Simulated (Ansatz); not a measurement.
**TiTe2 monolayer (2H) under uniaxial strain along a, the zigzag direction, with the width clamped**

Wanted: the shifts of the zone-centre modes of TiTe2 monolayer (2H) with strain.

Main program and level: Ansatz 0.2.0; DFT PBE, scalar-relativistic, plane waves, PAW; PAW set soft_1.

**1. Set-up**

The cell holds 3 atoms: 1 Ti and 2 Te. Its edges and angles: a = 3.730 Å, b = 3.730 Å, c = 31.000 Å, α = 90.0°, β = 90.0°, γ = 120.0°. Vacuum lies along c. The height across the vacuum is the one that the program set for its solve, not the one typed.

Coordinates:

```cif
data_structure
_symmetry_space_group_name_H-M 'P 1'
_symmetry_Int_Tables_number 1
_cell_length_a 3.7300
_cell_length_b 3.7300
_cell_length_c 31.0000
_cell_angle_alpha 90.000
_cell_angle_beta 90.000
_cell_angle_gamma 120.000
_cell_volume 373.52
loop_
_atom_site_label
_atom_site_type_symbol
_atom_site_fract_x
_atom_site_fract_y
_atom_site_fract_z
_atom_site_occupancy
Ti1 Ti 0.33333 0.66667 0.32258 1
Te2 Te 0.66667 0.33333 0.38065 1
Te3 Te 0.66667 0.33333 0.26452 1
```

**2. Relaxation**

The cell and atoms are relaxed, since residual forces and stress would shift the frequencies. The program lengthens the typed cell of 20.0 Å along the normal to 31.0 Å, as its cut-off of the electrostatics needs, and moves no atom.

Contents of input.yaml:

```yaml
crystal:
  lattice:
    - [3.73, 0.0, 0.0]
    - [-1.865, 3.23027, 0.0]
    - [0.0, 0.0, 20.0]
  atoms:
    - { symbol: Ti, position: [0.333333, 0.666667, 0.5] }
    - { symbol: Te, position: [0.666667, 0.333333, 0.59] }
    - { symbol: Te, position: [0.666667, 0.333333, 0.41] }
  periodic: [true, true, false]
kpoints:
  mp_grid: { grid: [12, 12, 1] }
hamiltonian:
  xc: pbe
  pseudopotentials: { kind: paw, azcp: { folder: soft_1 } }
scf:
  occupations: { method: gaussian, width: 0.01 }
output:
  forces: true
  stress: true
  eigenvalues: true
  write_density: true
  write_potential: true
  elf: true
  volumetric_format: npy
relax:
  adjacent_minimum: "off"
  f_tol: 0.005
  max_steps: 80
  cell: { stress_2d_tol: 0.02 }
```

Launch:

```bash
ansatz run input.yaml --threads 4 --pin off --max-ram 16384MiB --backend cpu --events-out ev --progress --plain --runs-dir out
```

Numbers of over 12 decimals in the logs are rounded to 6 here.

The log of the run:

```text
Warning: crystal.periodic: the lattice vector that does not repeat stood 0.000° off the slab's normal, 20.000 Å along it as the deck builds it. The run solves the slab on a vector along the normal, 31.000 Å long, with every atom where it was (on the deck's vector they left 16.40 Å outside them, and the widest stretch free of ions among them is 1.80 Å). A fractional position that the run reports is one of the run's ce [...]
Warning: the atoms were moved onto the symmetric positions of the space group found under crystal.symmetry.tolerance 1.0e-5 (fractional; no operation is sought that the atoms, as they stand in a round, miss by more than twice it, and no atom is moved by as much as it), and the run uses the moved positions. Before a round's move an operation carried an atom to 4.97e-6 Å from where it should land, the largest such dist [...]
crystal.periodic: the lattice vector that does not repeat stood 0.000° off the slab's normal, 20.000 Å along it as the deck builds it. The run solves the slab on a vector along the normal, 31.000 Å long, with every atom where it was (on the deck's vector they left 16.40 Å outside them, and the widest stretch free of ions among them is 1.80 Å). A fractional position that the run reports is one of the run's cell, which [...]
Engine: ansatz 0.2.0, aarch64-unknown-linux-gnu
Pseudopotentials: kind: paw
Pseudopotential: Ti, paw, valence charge 12, recommended cutoff 420 eV (normal), soft_1/Ti.paw.azcp
Pseudopotential: Te, paw, valence charge 16, recommended cutoff 420 eV (normal), soft_1/Te.paw.azcp
Functional definition: PBE
  parameter kappa = 0.804
  parameter beta = 0.066725
  exchange = pbe_x(kappa = kappa, mu = beta*pi^2/3)
  correlation = pbe_c(beta = beta)
Crystal: 3 atoms, lattice volume = 373.516 Å³
Basis set: ecut = 420 eV, 7363 PW (Γ), exchange–correlation on 50×50×432 points (8 copies of the dense FFT grid, shifted against one another)
Bands: 27, of which v1, the nominal top of the filled ones, is band 22 counted from 1 (21 counted from 0)
Symmetry: 12 space group operations
Space group: P-6m2 (ITA 187), of the structure as read, at distance tolerance 7.2e-5 Å
k-points: 19 of 144 (time reversal used)
Non-local potential: Ti, projectors of the file, l = 0: 3, l = 1: 2, l = 2: 3, l = 3: 1
Non-local potential: Te, projectors of the file, l = 0: 2, l = 1: 2, l = 2: 2, l = 3: 1
PAW form: soft (Blöchl's): semilocal exchange-correlation on the pseudo side does not see the compensation charge
PAW one-centre angular grid: Ti, 590 points (default); XC on 64 Gauss nodes
PAW one-centre angular grid: Te, 590 points (default); XC on 64 Gauss nodes
Initial density: superposition of atomic densities (neutral atoms: chi_scale 0, normalization atom)
Initial wavefunctions: pseudopotential atomic-orbital guess
Functional: x = pbe(κ = 0.804, μ = 0.219515), c = pbe(β = 0.066725)
iter 1 solved again at ethr=3.07e-3 eV; its pass at ethr=3.10e-3 eV (dr2=1.35e0 eV) is discarded
SCF iter   1: F=—  HF=-16461.809684 eV  |F-HF|=—  |Δ(HF+E_count)|=         —  Δρ=1.45e-2  dr2=1.35e0  ethr=3.07e-3  ⟨swp⟩=1.5  Hψ=4467  notcnv=0
preconditioner: auto → Resta (q_TF=auto, 1.910 Å⁻¹)  ε∞=2.6  [insulator: Δε(μ)=0.100 eV  Ē_g=6.148 eV  σ=0.010 eV  W_gap=1.00  n_scr=18 (ndim 8)  ℏωp=7.7 eV  f_vac=0.744  D(μ)=0.00/eV (n_scr^D=0)  ε∞_Penn≈2.6  vacuum switching on, ρ_ref=2.7e-3 e/Å³]
SCF iter   2: F=—  HF=-16461.577621 eV  |F-HF|=—  |Δ(HF+E_count)|=   2.32e-1  Δρ=9.00e-3  dr2=3.73e-1  ethr=3.07e-3  ⟨swp⟩=3.2  Hψ=937  notcnv=0
SCF iter   3: F=—  HF=-16461.677371 eV  |F-HF|=—  |Δ(HF+E_count)|=   9.98e-2  Δρ=1.37e-2  dr2=1.60e0  ethr=8.48e-4  ⟨swp⟩=4.0  Hψ=1067  notcnv=0  defer=9  recentre
SCF iter   4: F=—  HF=-16461.547287 eV  |F-HF|=—  |Δ(HF+E_count)|=   1.30e-1  Δρ=3.25e-3  dr2=7.68e-2  ethr=8.48e-4  ⟨swp⟩=3.6  Hψ=871  notcnv=0  defer=19
SCF iter   5: F=—  HF=-16461.543448 eV  |F-HF|=—  |Δ(HF+E_count)|=   3.84e-3  Δρ=4.27e-4  dr2=9.26e-4  ethr=1.74e-4  ⟨swp⟩=2.9  Hψ=801  notcnv=0  defer=19
SCF iter   6: F=—  HF=-16461.543678 eV  |F-HF|=—  |Δ(HF+E_count)|=   2.30e-4  Δρ=1.70e-4  dr2=1.01e-4  ethr=2.10e-6  ⟨swp⟩=3.6  Hψ=1127  notcnv=0  defer=19
SCF iter   7: F=—  HF=-16461.543717 eV  |F-HF|=—  |Δ(HF+E_count)|=   3.85e-5  Δρ=4.57e-5  dr2=8.20e-6  ethr=2.30e-7  ⟨swp⟩=3.2  Hψ=838  notcnv=0  defer=19
SCF iter   8: F=—  HF=-16461.543762 eV  |F-HF|=—  |Δ(HF+E_count)|=   4.51e-5  Δρ=1.56e-5  dr2=1.50e-6  ethr=1.86e-8  ⟨swp⟩=3.1  Hψ=1057  notcnv=0  defer=19
iter 9 did not close the SCF: its close was put off until two iterations running show no level that it waits for move by more than its bar (scf_convergence_deferred on its scf_iter line)
SCF iter   9: F=-16461.543762 eV  HF=-16461.543762 eV  |F-HF|=3.31e-8  |Δ(HF+E_count)|=   1.63e-8  Δρ=2.83e-6  dr2=4.89e-8  ethr=2.27e-10  ⟨swp⟩=23.2  Hψ=5773  notcnv=0
iter 10 did not close the SCF: its close was put off until two iterations running show no level that it waits for move by more than its bar (scf_convergence_deferred on its scf_iter line)
SCF iter  10: F=-16461.543762 eV  HF=-16461.543762 eV  |F-HF|=1.35e-10  |Δ(HF+E_count)|=  6.11e-10  Δρ=5.79e-7  dr2=1.61e-9  ethr=1.11e-10  ⟨swp⟩=9.6  Hψ=3523  notcnv=0
SCF iter  11: F=-16461.543762 eV  HF=-16461.543762 eV  |F-HF|=1.02e-10  |Δ(HF+E_count)|=  6.44e-10  Δρ=1.76e-7  dr2=2.16e-10  ethr=3.66e-12  ⟨swp⟩=8.4  Hψ=3318  notcnv=0
SCF 1 converged in 11 iterations: F = -16461.543762 eV  dr2 = 2.16e-10
  greatest PAW one-centre occupation: 0.999 electrons in one spin orbital (limit 2), on the Ti atom at site 0 (counted from 0), in its partial waves of l = 0
relax step   1: F+E_penalty+E_count = -16461.54376188 eV  Δ(F+E_penalty+E_count) = +0.000e0 eV  max|allowed force component| = 8.763e-2 eV/Å  Δτ_max = 0.0000 Å  P = +0.238 N/m  Ω = 373.516 Å³  fix = [c, alpha, beta]  reactions: c +0.000 N/m  (11 SCF iters, dr2 threshold 1.00e-7 eV, accepted)
Crystal: 3 atoms, lattice volume = 377.845 Å³
Basis set: ecut = 420 eV, 7423 PW (Γ), exchange–correlation on 50×50×432 points (8 copies of the dense FFT grid, shifted against one another)
Initial density: handed on by an earlier stage of this run
Initial wavefunctions: those handed on with the density
iter 1 solved again at ethr=5.36e-6 eV; its pass at ethr=3.10e-3 eV (dr2=2.36e-3 eV) is discarded
SCF iter   1: F=—  HF=-16461.541506 eV  |F-HF|=—  |Δ(HF+E_count)|=         —  Δρ=8.14e-4  dr2=2.34e-3  ethr=5.36e-6  ⟨swp⟩=3.4  Hψ=4175  notcnv=0
[...]
SCF iter   3: F=—  HF=-16461.545579 eV  |F-HF|=—  |Δ(HF+E_count)|=   6.04e-4  Δρ=3.38e-4  dr2=4.71e-4  ethr=4.14e-6  ⟨swp⟩=3.4  Hψ=934  notcnv=0
SCF iter   4: F=—  HF=-16461.545547 eV  |F-HF|=—  |Δ(HF+E_count)|=   3.24e-5  Δρ=1.42e-4  dr2=5.31e-5  ethr=1.07e-6  ⟨swp⟩=2.0  Hψ=599  notcnv=0
SCF iter   5: F=—  HF=-16461.545545 eV  |F-HF|=—  |Δ(HF+E_count)|=   2.24e-6  Δρ=1.73e-5  dr2=1.47e-6  ethr=1.21e-7  ⟨swp⟩=3.2  Hψ=821  notcnv=0
SCF iter   6: F=—  HF=-16461.545604 eV  |F-HF|=—  |Δ(HF+E_count)|=   5.92e-5  Δρ=4.39e-6  dr2=1.42e-7  ethr=3.34e-9  ⟨swp⟩=3.3  Hψ=992  notcnv=0
SCF iter   7: F=—  HF=-16461.545604 eV  |F-HF|=—  |Δ(HF+E_count)|=   2.56e-8  Δρ=1.28e-6  dr2=9.28e-9  ethr=3.23e-10  ⟨swp⟩=2.9  Hψ=793  notcnv=0
SCF iter   8: F=—  HF=-16461.545604 eV  |F-HF|=—  |Δ(HF+E_count)|=   3.62e-9  Δρ=2.56e-7  dr2=3.93e-10  ethr=2.11e-11  ⟨swp⟩=3.5  Hψ=1036  notcnv=0
SCF iter   9: F=—  HF=-16461.545604 eV  |F-HF|=—  |Δ(HF+E_count)|=  6.77e-10  Δρ=6.06e-8  dr2=1.81e-11  ethr=1.00e-12  ⟨swp⟩=3.7  Hψ=1094  notcnv=0
SCF iter  10: F=-16461.545604 eV  HF=-16461.545604 eV  |F-HF|=8.37e-11  |Δ(HF+E_count)|=  2.18e-11  Δρ=1.93e-8  dr2=2.46e-12  ethr=1.00e-12  ⟨swp⟩=11.1  Hψ=3361  notcnv=0
SCF 3 converged in 10 iterations: F = -16461.545604 eV  dr2 = 2.46e-12
relax step   3: F+E_penalty+E_count = -16461.54560384 eV  Δ(F+E_penalty+E_count) = -1.842e-3 eV  max|allowed force component| = 1.332e-2 eV/Å  Δτ_max = 0.0137 Å  P = +0.120 N/m  Ω = 376.089 Å³  energy of the carried Pulay correction = -1.026e-4 eV  fix = [c, alpha, beta]  reactions: c +0.000 N/m  (10 SCF iters, accepted)
[...]
relax step   4: F+E_penalty+E_count = -16461.54568090 eV  Δ(F+E_penalty+E_count) = -7.706e-5 eV  max|allowed force component| = 4.190e-3 eV/Å  Δτ_max = 0.0001 Å  P = +0.050 N/m  Ω = 376.661 Å³  energy of the carried Pulay correction = -1.252e-4 eV  fix = [c, alpha, beta]  reactions: c +0.000 N/m  (6 SCF iters, dr2 threshold 1.96e-8 eV, accepted)
[...]
relax step   5: F+E_penalty+E_count = -16461.54568626 eV  Δ(F+E_penalty+E_count) = -5.360e-6 eV  max|allowed force component| = 1.114e-4 eV/Å  Δτ_max = 0.0002 Å  P = +0.003 N/m  Ω = 377.076 Å³  energy of the carried Pulay correction = -1.416e-4 eV  fix = [c, alpha, beta]  reactions: c +0.000 N/m  (6 SCF iters, dr2 threshold 3.45e-9 eV, accepted)
Basis set: ecut = 420 eV, 7399 PW (Γ), exchange–correlation on 54×54×432 points (8 copies of the dense FFT grid, shifted against one another)
Initial wavefunctions: pseudopotential atomic-orbital guess (no wavefunctions were taken with the density)
iter 1 solved again at ethr=6.85e-7 eV; its pass at ethr=3.10e-3 eV (dr2=3.01e-4 eV) is discarded
SCF iter   1: F=—  HF=-16461.545528 eV  |F-HF|=—  |Δ(HF+E_count)|=         —  Δρ=1.80e-5  dr2=4.60e-8  ethr=6.85e-7  ⟨swp⟩=6.5  Hψ=5613  notcnv=0
eigensolver tolerance schedule: the retry pair's looser diagonalisation over-reported the residual by 6550.37 of it (diagonalisation noise at an unbounded share of the residual, at the tolerance the schedule requests for it); recorded, not acted on — ethr = c·dr2/N_el stays at c = 1.0e-1
preconditioner: auto → Resta (q_TF=auto, 1.907 Å⁻¹)  ε∞=2.6  [insulator: Δε(μ)=0.181 eV  Ē_g=6.040 eV  σ=0.010 eV  W_gap=1.00  n_scr=18 (ndim 8)  ℏωp=7.6 eV  f_vac=0.750  D(μ)=0.00/eV (n_scr^D=0)  ε∞_Penn≈2.6  vacuum switching on, ρ_ref=2.6e-3 e/Å³]
SCF iter   2: F=—  HF=-16461.545736 eV  |F-HF|=—  |Δ(HF+E_count)|=   2.09e-4  Δρ=9.25e-6  dr2=4.08e-8  ethr=1.05e-10  ⟨swp⟩=5.2  Hψ=1649  notcnv=0
SCF iter   3: F=—  HF=-16461.545801 eV  |F-HF|=—  |Δ(HF+E_count)|=   6.44e-5  Δρ=6.74e-6  dr2=2.62e-7  ethr=9.28e-11  ⟨swp⟩=3.3  Hψ=1062  notcnv=0  recentre
SCF iter   4: F=—  HF=-16461.545826 eV  |F-HF|=—  |Δ(HF+E_count)|=   2.53e-5  Δρ=5.13e-7  dr2=1.68e-9  ethr=9.28e-11  ⟨swp⟩=3.6  Hψ=912  notcnv=0
SCF iter   5: F=—  HF=-16461.545826 eV  |F-HF|=—  |Δ(HF+E_count)|=   1.09e-7  Δρ=3.93e-7  dr2=1.47e-10  ethr=3.82e-12  ⟨swp⟩=3.3  Hψ=870  notcnv=0
SCF iter   6: F=—  HF=-16461.545827 eV  |F-HF|=—  |Δ(HF+E_count)|=   9.56e-7  Δρ=5.48e-8  dr2=1.72e-11  ethr=1.00e-12  ⟨swp⟩=3.5  Hψ=839  notcnv=0
SCF iter   7: F=—  HF=-16461.545827 eV  |F-HF|=—  |Δ(HF+E_count)|=   1.51e-8  Δρ=2.55e-8  dr2=2.71e-12  ethr=1.00e-12  ⟨swp⟩=1.7  Hψ=584  notcnv=0
SCF iter   8: F=-16461.545827 eV  HF=-16461.545827 eV  |F-HF|=1.04e-9  |Δ(HF+E_count)|=   1.61e-8  Δρ=5.35e-9  dr2=2.09e-13  ethr=1.00e-12  ⟨swp⟩=10.7  Hψ=3007  notcnv=0
SCF 6 converged in 8 iterations: F = -16461.545827 eV  dr2 = 2.09e-13
relax step   6: F+E_penalty+E_count = -16461.54582707 eV  Δ(F+E_penalty+E_count) = -1.408e-4 eV  max|allowed force component| = 1.503e-4 eV/Å  Δτ_max = 0.0000 Å  P = +0.003 N/m  Ω = 377.076 Å³  fix = [c, alpha, beta]  reactions: c +0.000 N/m  stress off target by 2.58e-3 N/m on what of the cell is left free  SCF on the basis re-selected at this cell (its energy is not comparable with the rows above)  (8 SCF iters)
basis re-selected at this cell: Δ(F+E_penalty+E_count) = -1.408e-4 eV, ΔP = -0.001 N/m vs the last step (what re-selecting the basis moved, of the pressure what is left beyond the Pulay correction that the steps carried, after the strain that the cell walked since its last selection, with what the two solves' SCF thresholds leave and, on support functions, any second-order correction that the steps lacked; it is no measure of the basis error at this ecutwfc). The dense FFT grid was sized anew with the basis: this SCF ran on 27×27×216 points, the steps before it on 25×25×216, so part of this shift can come from that change (see relax.cell in the input reference). [rest of the remark cut]
SCF converged after 8 iterations
Free energy (F): -16461.545827 eV
Harris-Foulkes:  -16461.545827 eV  (|F-HF|=1.04e-9)
Internal energy: -16461.545827 eV  (E = F + TS)
E sigma→0 (E₀):  -16461.545827 eV
Fermi energy:    -5.220425 eV
--- Per-component energies (eV) ---
  E_band       = -1331.109488
  E_kinetic    = 623.632098
  E_local      = -89159.258727  (includes V_loc(G=0)·N_el)
  E_nonlocal   = 193.558291
  E_hartree    = 44163.325717
  E_xc         = -360.121189
  E_vxc        = -348.017971  (∫ρ·V_xc dr)
  E_paw        = -10385.841725  (= ΣΔE_a)
  E_vpaw       = -967.674705  (= ΣTr[D̂ρ^β])
  E_aug_tail   = 0.000107  (compensation charges beyond the density's cutoff)
  E_ewald      = 38463.159601
  E_smearing   = -0.000000  (= −TS)
  E_closure    = -0.000000  (closes the sum)
  Σ components = -16461.545827   (vs F -16461.545827, Δ=0.00e0)
--- Forces (eV/Å), atoms counted from 1 ---
  atom   1  Ti    -0.00000000     0.00000000    -0.00000000
  atom   2  Te    -0.00000000     0.00000000    -0.00015032
  atom   3  Te    -0.00000000     0.00000000     0.00015032
  max |Σ_I F_I| component: 3.93e-17 eV/Å
--- 2D stress c σ (N/m, compression-positive) ---
        0.002580      -0.000000       0.000000
        0.000000       0.002580       0.000000
        0.000000       0.000000       0.000000
  P = ½ c Tr σ = 0.0026 N/m
--- Band table (eV; the first three rows and the last of 19) ---
  k-point 0: bands = [... 18 lower, -6.0413, -6.0413, -5.3108, -5.3108, -4.4280, -2.5081, -2.5081, -2.3710, ... 1 higher]
  k-point 1: bands = [... 18 lower, -6.2922, -6.0108, -5.4226, -5.4112, -4.4597, -2.7867, -2.7082, -2.5151, ... 1 higher]
  k-point 2: bands = [... 18 lower, -6.5200, -5.9289, -5.7232, -5.6953, -4.5955, -3.1624, -3.0941, -2.8494, ... 1 higher]
  k-point 18: bands = [... 18 lower, -8.4434, -7.6613, -7.6444, -5.9872, -4.4778, -3.7774, -3.0212, -2.9914, ... 1 higher]
--- Relaxed structure (5 steps of the walk, 4 accepted, 1 SCFs on fresh bases) ---
  F+E_penalty+E_count = -16461.54582707 eV   max|allowed force component| = 1.503e-4 eV/Å   (the final SCF, on the basis selected at the relaxed cell)
  cell:  # Å, volume = 377.0762 Å³
    - [3.747731, 0, 0]
    - [-1.873865, 3.245630, 0]
    - [0, 0, 31.0]
  atoms:
    - { symbol: Ti, position: [0.333333, 0.666667, 0.322581] }
    - { symbol: Te, position: [0.666667, 0.333333, 0.380202] }
    - { symbol: Te, position: [0.666667, 0.333333, 0.264960] }
```

The job ended after 38 s (4 threads of Arm Neoverse V1, shared host; peak memory 0.73 GiB; 2.5 min of CPU time).

The steps of the relaxation:

```
step  energy less that of the first step (eV)  largest force component (eV/Å)  volume (Å³)
   1                                   0.0000                          0.0876       373.52
   2                                   0.0024                          0.2120       377.85
   3                                  -0.0018                          0.0133       376.09
   4                                  -0.0019                          0.0042       376.66
   5                                  -0.0019                          0.0001       377.08
  6*                                  -0.0021                          0.0001       377.08
```

Relaxation steps marked * repeat the geometry before them on a plane-wave basis chosen anew for their cell, so energy and pressure can jump there. Relaxation step 2 was tried and not accepted.

Forces are held to the 12 operations that the run works with; a distortion that breaks them can't arise in this run.

```
cell as run  before  after  change
      a (Å)   3.730  3.748  +0.5 %
      b (Å)   3.730  3.748  +0.5 %
```

The atoms that moved most (Å, along periodic axes as changes of fractional coordinates times the final cell, across vacuum about the mean position):

```
atom     dx     dy      dz  length
 Te2  0.000  0.000  -0.014   0.014
 Te3  0.000  0.000   0.014   0.014
```

Final coordinates:

```xyz
3
Lattice="3.7477 0.0000 0.0000 -1.8739 3.2456 0.0000 0.0000 0.0000 31.0000" Properties=species:S:1:pos:R:3
Ti    0.0000    2.1638   10.0000
Te    1.8739    1.0819   11.7863
Te    1.8739    1.0819    8.2137
```

This step gave:

```yaml
gap_on_the_k_mesh: 0.1814 eV
area_per_atom: 4.055 Å²
```

ELF in the ac plane at fractional y = 0.333, with atoms of Te within 0.2 Å of it. It is the smooth field of the valence electrons, not physical close to the nuclei.

Values, 24 rows by 14 columns, each cell a mean:
```
0.00 0.00 0.00 0.00 0.00 0.00 0.00 0.00 0.00 0.00 0.00 0.00 0.00 0.00
0.00 0.00 0.00 0.00 0.00 0.00 0.00 0.00 0.00 0.00 0.00 0.00 0.00 0.00
0.00 0.00 0.00 0.00 0.00 0.00 0.00 0.00 0.00 0.00 0.00 0.00 0.00 0.00
0.00 0.00 0.00 0.00 0.00 0.00 0.00 0.00 0.00 0.00 0.00 0.00 0.00 0.00
0.00 0.00 0.00 0.00 0.00 0.00 0.00 0.00 0.00 0.00 0.00 0.00 0.00 0.00
0.00 0.00 0.00 0.00 0.00 0.00 0.00 0.00 0.00 0.00 0.00 0.00 0.00 0.00
0.00 0.00 0.00 0.00 0.00 0.00 0.00 0.00 0.00 0.00 0.00 0.00 0.00 0.00
0.00 0.00 0.00 0.00 0.00 0.00 0.00 0.00 0.00 0.00 0.00 0.00 0.00 0.00
0.00 0.00 0.00 0.00 0.00 0.00 0.00 0.00 0.00 0.00 0.00 0.00 0.00 0.00
0.00 0.00 0.00 0.00 0.00 0.00 0.00 0.00 0.00 0.00 0.00 0.00 0.00 0.00
0.00 0.00 0.00 0.00 0.00 0.00 0.00 0.00 0.00 0.00 0.00 0.00 0.00 0.00
0.00 0.00 0.00 0.00 0.00 0.00 0.00 0.00 0.00 0.00 0.00 0.00 0.00 0.00
0.01 0.00 0.00 0.00 0.01 0.03 0.07 0.13 0.17 0.19 0.19 0.15 0.09 0.05
0.25 0.08 0.03 0.05 0.17 0.41 0.61 0.70 0.74 0.76 0.75 0.72 0.65 0.51
0.57 0.33 0.16 0.24 0.49 0.61 0.54 0.40 0.25 0.20 0.22 0.34 0.49 0.60
0.45 0.27 0.17 0.22 0.38 0.52 0.54 0.46 0.36 0.32 0.33 0.42 0.51 0.55
0.24 0.13 0.09 0.12 0.20 0.34 0.42 0.42 0.39 0.36 0.37 0.41 0.43 0.39
0.60 0.39 0.22 0.30 0.53 0.60 0.48 0.31 0.14 0.09 0.10 0.23 0.42 0.56
0.41 0.16 0.06 0.10 0.30 0.57 0.70 0.72 0.70 0.68 0.69 0.71 0.72 0.66
0.05 0.01 0.00 0.01 0.03 0.10 0.22 0.32 0.39 0.42 0.41 0.35 0.26 0.15
0.00 0.00 0.00 0.00 0.00 0.00 0.01 0.01 0.02 0.02 0.02 0.01 0.01 0.00
0.00 0.00 0.00 0.00 0.00 0.00 0.00 0.00 0.00 0.00 0.00 0.00 0.00 0.00
0.00 0.00 0.00 0.00 0.00 0.00 0.00 0.00 0.00 0.00 0.00 0.00 0.00 0.00
0.00 0.00 0.00 0.00 0.00 0.00 0.00 0.00 0.00 0.00 0.00 0.00 0.00 0.00
```
Columns run along a (3.7 Å), rows up along c (31.0 Å). Atoms in or near the plane, at fractional coordinates: Te at (0.67, 0.38), Te at (0.67, 0.26).

Valence density in the ac plane at fractional y = 0.333, with atoms of Te within 0.2 Å of it. It is the smooth field of the valence electrons, not physical close to the nuclei.

Values in e/Å³, 24 rows by 14 columns, each cell a mean:
```
 0  0  0  0  0  0  0  0  0  0  0  0  0  0
 0  0  0  0  0  0  0  0  0  0  0  0  0  0
 0  0  0  0  0  0  0  0  0  0  0  0  0  0
 0  0  0  0  0  0  0  0  0  0  0  0  0  0
 0  0  0  0  0  0  0  0  0  0  0  0  0  0
 0  0  0  0  0  0  0  0  0  0  0  0  0  0
 0  0  0  0  0  0  0  0  0  0  0  0  0  0
 0  0  0  0  0  0  0  0  0  0  0  0  0  0
 0  0  0  0  0  0  0  0  0  0  0  0  0  0
 0  0  0  0  0  0  0  0  0  0  0  0  0  0
 0  0  0  0  0  0  0  0  0  0  0  0  0  0
 0  0  0  0  0  0  0  0  0  0  0  0  0  0
 0  0  0  0  0  0  0  0  0  0  0  0  0  0
 0  0  0  0  0  0  0  0  0  0  0  0  0  0
 0  0  0  0  0  0  1  2  6  9  8  3  1  0
 0  0  0  0  0  0  0  1  2  3  2  1  1  0
 0  0  0  0  0  0  0  0  0  0  0  0  0  0
 0  0  0  0  0  0  1  3  7 11  9  4  1  1
 0  0  0  0  0  0  0  0  1  1  1  0  0  0
 0  0  0  0  0  0  0  0  0  0  0  0  0  0
 0  0  0  0  0  0  0  0  0  0  0  0  0  0
 0  0  0  0  0  0  0  0  0  0  0  0  0  0
 0  0  0  0  0  0  0  0  0  0  0  0  0  0
 0  0  0  0  0  0  0  0  0  0  0  0  0  0
```
Columns run along a (3.7 Å), rows up along c (31.0 Å). Atoms in or near the plane, at fractional coordinates: Te at (0.67, 0.38), Te at (0.67, 0.26).

[end of part 1 of 3]

[Logs are printed without paths, hosts, clocks, repeated set-up lines and the standing remarks that a program may print on its own settings, such as how far it seeks lower states.]

[Hosts, paths, dates, database ids (printed as entryN), source tags and the programs' standing remarks are cut or masked in the printed files.]
